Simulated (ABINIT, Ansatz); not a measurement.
# K2LiScF6 (Fm-3m): bands and cutoff in G0W0 with ABINIT

What does each rung of G0W0 on K2LiScF6 (Fm-3m) cost, and what does it buy?

Method: LDA and many-body steps on it, plane waves, in ABINIT 10.8.3.

## Step 1: The structure

It takes space group Fm-3m (No. 225, cubic). The conventional cell has a = 8.290 Å, b = 8.290 Å, c = 8.290 Å, α = 90.00°, β = 90.00°, γ = 90.00°. Nearest to K lie 12 F at 2.93 Å. Li has 6 F at 2.11 Å nearest. Sc has 6 F at 2.04 Å nearest. F has 1 Sc at 2.04 Å and 1 Li at 2.11 Å and 4 K at 2.93 Å nearest. Farther neighbours and most contacts between anions are not listed.

The cell and positions are those that the Materials Project relaxed with its own functionals (PBE, PBE+U or r2SCAN), kept fixed.

## Step 2: Empty states on the mesh, 2×2×2 mesh, 294 bands

This step: ABINIT 10.8.3; DFT, LDA, plane waves, norm-conserving pseudopotentials.

The sums over transitions need many empty states on a uniform mesh; this step solves for them.

Input file run.abi:

```
acell 3*1.0 Angstrom
rprim 
  -0.000000000000 4.144804000000 4.144804000000
  4.144804000000 -0.000000000000 4.144804000000
  4.144804000000 4.144804000000 -0.000000000000
ntypat 4
znucl 19 3 21 9
natom 10
typat 1 1 2 3 4 4 4 4 4 4
xred 
  0.250000000000 0.250000000000 0.250000000000
  0.750000000000 0.750000000000 0.750000000000
  0.500000000000 0.500000000000 0.500000000000
  -0.000000000000 -0.000000000000 -0.000000000000
  0.245587000000 0.245587000000 0.754413000000
  0.245587000000 0.754413000000 0.754413000000
  0.754413000000 0.754413000000 0.245587000000
  0.245587000000 0.754413000000 0.245587000000
  0.754413000000 0.245587000000 0.754413000000
  0.754413000000 0.245587000000 0.245587000000
pp_dirpath "pseudos"
pseudos "K.upf, Li.upf, Sc.upf, F.upf"
ecut 36
ngkpt 2 2 2
nshiftk 1
shiftk 0 0 0
kptopt 1
chksymbreak 0
iscf -2
irdden 1
istwfk *1
nband 294
nbdbuf 26
tolwfr 1e-09
nstep 60
prtvol 0
indata_prefix "in"
outdata_prefix "out"
tmpdata_prefix "tmp"
```

Run with:

```
$ OMP_NUM_THREADS=1 mpirun -n 4 abinit run.abi > log
```

Numbers of over 12 decimals in the logs are rounded to 6 here.

Output:

```text
.Version 10.8.3 of ABINIT. v10.8.2 released Aug 2026.

 Symmetries : space group Fm -3 m (#225); Bravais cF (face-center cubic)
[... echo of the input left out ...]
== DATASET  1 ==================================================================
-   mpi_nproc: 4, omp_nthreads: 1 (-1 if OMP is not activated)
-    --> not optimal distribution: autoparal keyword recommended in input file <--

--- !DatasetInfo
iteration_state: {dtset: 1, }
dimensions: {natom: 10, nkpt: 3, mband: 294, nsppol: 1, nspinor: 1, nspden: 1, mpw: 9922, }
cutoff_energies: {ecut:  36.0, pawecutdg:  -1.0, }
[...]
2.80472    2.80472    2.81613    2.81613    2.81613    2.87912    2.87912    2.87912
   2.92103    2.92103    2.92103    2.94028    2.94236    2.97976    2.97985    2.98588
   2.98611    2.98860    2.98889    2.98990    3.03685    3.03935
 prteigrs : prtvol=0 or 1, do not print more k-points.

== END DATASET(S) ==============================================================
================================================================================

 -outvars: echo values of variables after computation  --------
            nband         294
             nkpt           3
          spgroup         225
 [... the other variables as echoed above ...]

 Calculation completed.
```

Elapsed: 4.5 min, on 4 MPI ranks of Arm Neoverse N1, shared host; peak memory 0.5 GiB; 18 min of CPU time.

Numbers from this step:

```
gap                                                           : 6.751 eV
k of the valence top                                          : 0, 0, 0
k of the conduction bottom                                    : 0, 0, 0
least direct gap                                              : 6.751 eV
k points computed                                             : 3
lowest point of the top converged band, above the valence top : 75.6583 eV
```

On this mesh the gap is 6.751 eV.

The density comes from a self-consistent run that is not shown.

## Step 3: Screening, 2×2×2 mesh, 65 bands, screening to 62.6 eV

The RPA dielectric matrix is built and inverted for each q.

This step: RPA screening on LDA, plane waves, norm-conserving pseudopotentials.

run.abi: that of step 2 with these lines changed.

```diff
@@ -28,10 +28,11 @@
 chksymbreak 0
-iscf -2
-irdden 1
 istwfk *1
-nband 294
-nbdbuf 26
-tolwfr 1e-09
-nstep 60
-prtvol 0
+occopt 1
+irdwfk 1
+optdriver 3
+nband 65
+ecuteps 2.3
+inclvkb 2
+awtr 1
+symchi 1
 indata_prefix "in"
```

Output:

```text
.Version 10.8.3 of ABINIT. v10.8.2 released Aug 2026.

 Symmetries : space group Fm -3 m (#225); Bravais cF (face-center cubic)
[... echo of the input left out ...]
== DATASET  1 ==================================================================
-   mpi_nproc: 4, omp_nthreads: 1 (-1 if OMP is not activated)

--- !DatasetInfo
iteration_state: {dtset: 1, }
dimensions: {natom: 10, nkpt: 3, mband: 65, nsppol: 1, nspinor: 1, nspden: 1, mpw: 9922, }
cutoff_energies: {ecut:  36.0, pawecutdg:  -1.0, }
electrons: {nelect:   7.40000000E+01, charge:   0.00000000E+00, occopt:   1.00000000E+00, tsmear:   1.00000000E-02, }

 SCREENING: Calculation of the susceptibility and dielectric matrices

 Based on a program developped by R.W. Godby, V. Olevano, G. Onida, and L. Reining.
 Incorporated in ABINIT by V. Olevano, G.-M. Rignanese, and M. Torrent.
.Using double precision arithmetic ; gwpc =  8

[... cell and pseudopotentials left out ...]
--------------------------------------------------------------------------------

 ==== K-mesh for the wavefunctions ====
 Number of points in the irreducible wedge :     3
[... list of points left out ...]
 Together with 48 symmetry operations and time-reversal symmetry
 yields     8 points in the full Brillouin Zone.

 ==== Q-mesh for the screening function ====
 Number of points in the irreducible wedge :     3
[... list of points left out ...]
 Together with 48 symmetry operations and time-reversal symmetry
 yields     8 points in the full Brillouin Zone.

 setmesh: FFT mesh size selected  =    40x   40x   40
          total number of points  =        64000

 vcoul_init : cutoff-mode = AUXILIARY_FUNCTION
 q-points for optical limit:   1
     1)      0.000010    0.000020    0.000030

- screening: taking advantage of time-reversal symmetry
- Maximum band index for partially occupied states nbvw = 37
- Remaining bands to be divided among processors   nbcw = 28
- Number of bands treated by each node ~7

 Number of electrons calculated from density =   74.0000; Expected =   74.0000
 average of density, n =  0.077000
 r_s =    1.4582
 omega_plasma =   26.7672 [eV]

 calculating chi0 at frequencies [eV] :
  1    0.000000E+00    0.000000E+00
  2    0.000000E+00    2.676715E+01

--------------------------------------------------------------------------------
  q-point number  1        q = ( 0.000000, 0.000000, 0.000000) [r.l.u.]
--------------------------------------------------------------------------------
[... chi0 elements left out ...]
 For q-point:  0.000010 0.000020 0.000030
  dielectric constant =   1.9991
  dielectric constant without local fields =   2.1604

  Average fulfillment of the sum rule on Im[epsilon] for q-point    1 :     18.60  [%]
[... wings left out ...]
  q-point number  2        q = ( 0.500000, 0.000000, 0.000000) [r.l.u.]
--------------------------------------------------------------------------------
[... chi0 elements left out ...]
  Average fulfillment of the sum rule on Im[epsilon] for q-point    2 :     23.71  [%]

 [... 1 further q-points ...]
```

Wall time 26 s (4 MPI ranks); peak memory 1.4 GiB.

This step gave:

| Item | Value |
| --- | --- |
| ε∞ with local fields, on this mesh, along the program's q direction | 1.999 |
| the same without local fields | 2.160 |
| plasma frequency | 26.77 eV |
| plane waves in the screening matrix | 169 |

Local fields lower ε∞ by 7 %. On a Γ-centred mesh this coarse the value itself is usually too large, while a short band sum pulls it down.

## Step 4: 65 bands, 62.6 eV

The self-energy is evaluated for the states that the input lists, and the levels follow from it, in one-shot runs by the linearised quasiparticle equation.

This step: G0W0 on LDA, plane waves, norm-conserving pseudopotentials.

run.abi: that of step 3 with these lines changed.

```diff
@@ -31,8 +31,15 @@
 irdwfk 1
-optdriver 3
+optdriver 4
 nband 65
+gwcalctyp 0
+ecutsigx 36
+symsigma 1
+nkptgw 1
+kptgw 
+  0.0000000000 0.0000000000 0.0000000000
+bdgw 
+  35 40
 ecuteps 2.3
-inclvkb 2
-awtr 1
-symchi 1
+irdscr 1
+ppmodel 1
 indata_prefix "in"
```

Output:

```text
.Version 10.8.3 of ABINIT. v10.8.2 released Aug 2026.

 Symmetries : space group Fm -3 m (#225); Bravais cF (face-center cubic)
[... echo of the input left out ...]
== DATASET  1 ==================================================================
-   mpi_nproc: 4, omp_nthreads: 1 (-1 if OMP is not activated)

--- !DatasetInfo
iteration_state: {dtset: 1, }
dimensions: {natom: 10, nkpt: 3, mband: 65, nsppol: 1, nspinor: 1, nspden: 1, mpw: 9922, }
cutoff_energies: {ecut:  36.0, pawecutdg:  -1.0, }
electrons: {nelect:   7.40000000E+01, charge:   0.00000000E+00, occopt:   1.00000000E+00, tsmear:   1.00000000E-02, }

 SIGMA: Calculation of the GW corrections

 Based on a program developped by R.W. Godby, V. Olevano, G. Onida, and L. Reining.
 Incorporated in ABINIT by V. Olevano, G.-M. Rignanese, and M. Torrent.
.Using double precision arithmetic ; gwpc =  8

[... cell and pseudopotentials left out ...]
--------------------------------------------------------------------------------

 ==== K-mesh for the wavefunctions ====
 Number of points in the irreducible wedge :     3
[... list of points left out ...]
 Together with 48 symmetry operations and time-reversal symmetry
 yields     8 points in the full Brillouin Zone.

 ==== Q-mesh for screening function ====
 Number of points in the irreducible wedge :     3
[... list of points left out ...]
 Together with 48 symmetry operations and time-reversal symmetry
 yields     8 points in the full Brillouin Zone.

 vcoul_init : cutoff-mode = AUXILIARY_FUNCTION
 q-points for optical limit:   1
     1)      0.000010    0.000020    0.000030
 setmesh: FFT mesh size selected  =    60x   60x   60
          total number of points  =       216000

 Number of electrons calculated from density =   74.0000; Expected =   74.0000
 average of density, n =  0.077000
 r_s =    1.4582
 omega_plasma =   26.7672 [eV]

 === KS Band Gaps ===
  >>>> For spin  1
   Minimum direct gap =   6.7512 [eV], located at k-point      :   0.0000  0.0000  0.0000
   Fundamental gap    =   6.7512 [eV], Top of valence bands at :   0.0000  0.0000  0.0000
                                       Bottom of conduction at :   0.0000  0.0000  0.0000
 SIGMA fundamental parameters:
 PLASMON POLE MODEL  1
 number of plane-waves for SigmaX                 9841
 number of plane-waves for SigmaC and W            169
 number of plane-waves for wavefunctions          9841
 number of bands                                    65
 number of independent spin polarizations            1
 number of spinorial components                      1
 number of k-points in IBZ                           3
 number of q-points in IBZ                           3
 number of symmetry operations                      48
 number of k-points in BZ                            8
 number of q-points in BZ                            8
 number of frequencies for dSigma/dE                 9
 frequency step for dSigma/dE [eV]                0.25
 number of omega for Sigma on real axis              0
 max omega for Sigma on real axis  [eV]           0.00
 zcut for avoiding poles [eV]                     0.10

 EPSILON^-1 parameters (SCR file):
 dimension of the eps^-1 matrix on file            169
 dimension of the eps^-1 matrix used               169
 number of plane-waves for wavefunctions          9841
 number of bands                                    65
 number of q-points in IBZ                           3
 number of frequencies                               2
 number of real frequencies                          1
 number of imag frequencies                          1

 matrix elements of self-energy operator (all in [eV])

 Perturbative Calculation

--- !SelfEnergy_ee
iteration_state: {dtset: 1, }
kpoint     : [   0.000,    0.000,    0.000, ]
spin       : 1
KS_gap     :    6.751
QP_gap     :   13.096
Delta_QP_KS:    6.345
data: !SigmaeeData |
     Band     E0 <VxcDFT>   SigX SigC(E0)      Z dSigC/dE  Sig(E)    E-E0       E
       35  -0.430 -22.439 -29.753   4.821   0.797  -0.255 -24.425  -1.987  -2.417
       36  -0.430 -22.439 -29.753   4.821   0.797  -0.255 -24.425  -1.987  -2.417
       37  -0.430 -22.439 -29.753   4.821   0.797  -0.255 -24.425  -1.987  -2.417
       38   6.321 -18.463 -10.219  -3.021   0.834  -0.199 -14.105   4.358  10.679
       39   6.321 -18.463 -10.219  -3.021   0.834  -0.199 -14.105   4.358  10.679
       40   6.321 -18.463 -10.219  -3.021   0.834  -0.199 -14.105   4.358  10.679

== END DATASET(S) ==============================================================
================================================================================

 -outvars: echo values of variables after computation  --------
           etotal      0.0000000000E+00
            nband          65
             nkpt           3
          spgroup         225
 [... the other variables as echoed above ...]

 Calculation completed.
```

Wall time 8.5 s (4 MPI ranks); peak memory 1.1 GiB; 33 s of CPU time.

This step gave:

| Quantity | Value |
| --- | --- |
| G0W0 gap on the points computed | 13.10 eV |
| starting gap on the mesh | 6.751 eV |
| k of the valence top | 0, 0, 0 |
| k of the conduction bottom | 0, 0, 0 |
| Z at the valence top | 0.797 |
| Z at the conduction bottom | 0.834 |
| least direct G0W0 gap on the computed points | 13.10 eV |

The gap on the mesh goes from 6.75 eV to 13.10 eV, a correction of +6.34 eV.

## Step 5: Screening, 2×2×2 mesh, 131 bands, screening to 114.3 eV

This step: RPA screening on LDA, plane waves, norm-conserving pseudopotentials.

run.abi: that of step 4 with these lines changed.

```diff
@@ -31,15 +31,8 @@
 irdwfk 1
-optdriver 4
-nband 65
-gwcalctyp 0
-ecutsigx 36
-symsigma 1
-nkptgw 1
-kptgw 
-  0.0000000000 0.0000000000 0.0000000000
-bdgw 
-  35 40
-ecuteps 2.3
-irdscr 1
-ppmodel 1
+optdriver 3
+nband 131
+ecuteps 4.2
+inclvkb 2
+awtr 1
+symchi 1
 indata_prefix "in"
```

Output:

```text
.Version 10.8.3 of ABINIT. v10.8.2 released Aug 2026.

 Symmetries : space group Fm -3 m (#225); Bravais cF (face-center cubic)
[... echo of the input left out ...]
== DATASET  1 ==================================================================
-   mpi_nproc: 4, omp_nthreads: 1 (-1 if OMP is not activated)

--- !DatasetInfo
iteration_state: {dtset: 1, }
dimensions: {natom: 10, nkpt: 3, mband: 131, nsppol: 1, nspinor: 1, nspden: 1, mpw: 9922, }
cutoff_energies: {ecut:  36.0, pawecutdg:  -1.0, }
electrons: {nelect:   7.40000000E+01, charge:   0.00000000E+00, occopt:   1.00000000E+00, tsmear:   1.00000000E-02, }

 SCREENING: Calculation of the susceptibility and dielectric matrices

 Based on a program developped by R.W. Godby, V. Olevano, G. Onida, and L. Reining.
 Incorporated in ABINIT by V. Olevano, G.-M. Rignanese, and M. Torrent.
.Using double precision arithmetic ; gwpc =  8

[... cell and pseudopotentials left out ...]
--------------------------------------------------------------------------------

 ==== K-mesh for the wavefunctions ====
 Number of points in the irreducible wedge :     3
[... list of points left out ...]
 Together with 48 symmetry operations and time-reversal symmetry
 yields     8 points in the full Brillouin Zone.

 ==== Q-mesh for the screening function ====
 Number of points in the irreducible wedge :     3
[... list of points left out ...]
 Together with 48 symmetry operations and time-reversal symmetry
 yields     8 points in the full Brillouin Zone.

 setmesh: FFT mesh size selected  =    40x   40x   40
          total number of points  =        64000

 vcoul_init : cutoff-mode = AUXILIARY_FUNCTION
 q-points for optical limit:   1
     1)      0.000010    0.000020    0.000030

- screening: taking advantage of time-reversal symmetry
- Maximum band index for partially occupied states nbvw = 37
- Remaining bands to be divided among processors   nbcw = 94
- Number of bands treated by each node ~23

 Number of electrons calculated from density =   74.0000; Expected =   74.0000
 average of density, n =  0.077000
 r_s =    1.4582
 omega_plasma =   26.7672 [eV]

 calculating chi0 at frequencies [eV] :
  1    0.000000E+00    0.000000E+00
  2    0.000000E+00    2.676715E+01

--------------------------------------------------------------------------------
  q-point number  1        q = ( 0.000000, 0.000000, 0.000000) [r.l.u.]
--------------------------------------------------------------------------------
[... chi0 elements left out ...]
 For q-point:  0.000010 0.000020 0.000030
  dielectric constant =   2.1492
  dielectric constant without local fields =   2.3655

  Average fulfillment of the sum rule on Im[epsilon] for q-point    1 :     39.00  [%]
[... wings left out ...]
  q-point number  2        q = ( 0.500000, 0.000000, 0.000000) [r.l.u.]
--------------------------------------------------------------------------------
[... chi0 elements left out ...]
  Average fulfillment of the sum rule on Im[epsilon] for q-point    2 :     44.40  [%]

 [... 1 further q-points ...]
```

Elapsed: 81 s, on 4 MPI ranks; peak memory 1.7 GiB; 5.4 min of CPU time.

Numbers from this step:

| Quantity | Value |
| --- | --- |
| ε∞ with local fields, on this mesh, along the program's q direction | 2.149 |
| the same without local fields | 2.365 |
| plasma frequency | 26.77 eV |
| plane waves in the screening matrix | 411 |

(Part 1 of 2 ends here.)

[Paths, hosts, dates, memory and timing lines, banners, echoed tables and standing remarks are left out of the program output.]

[Logs are printed without paths, hosts, clocks, repeated set-up lines and the standing remarks that a program may print on its own settings, such as how far it seeks lower states.]

[Runs of the session that timed out or met a known fault of the program may be left out.]

[Hosts, paths, dates, database ids (printed as entryN), source tags and the programs' standing remarks are cut or masked in the printed files.]

[G0W0 gaps are taken among the corrected bands and points alone; a level outside them can change the order at an edge.]

[Where Ansatz stands beside ABINIT at settings called matched, ABINIT's density can come from a denser mesh and the files from another edition; pairs whose starting gaps differed by over 0.03 eV were left out, so agreement reads better than it is.]
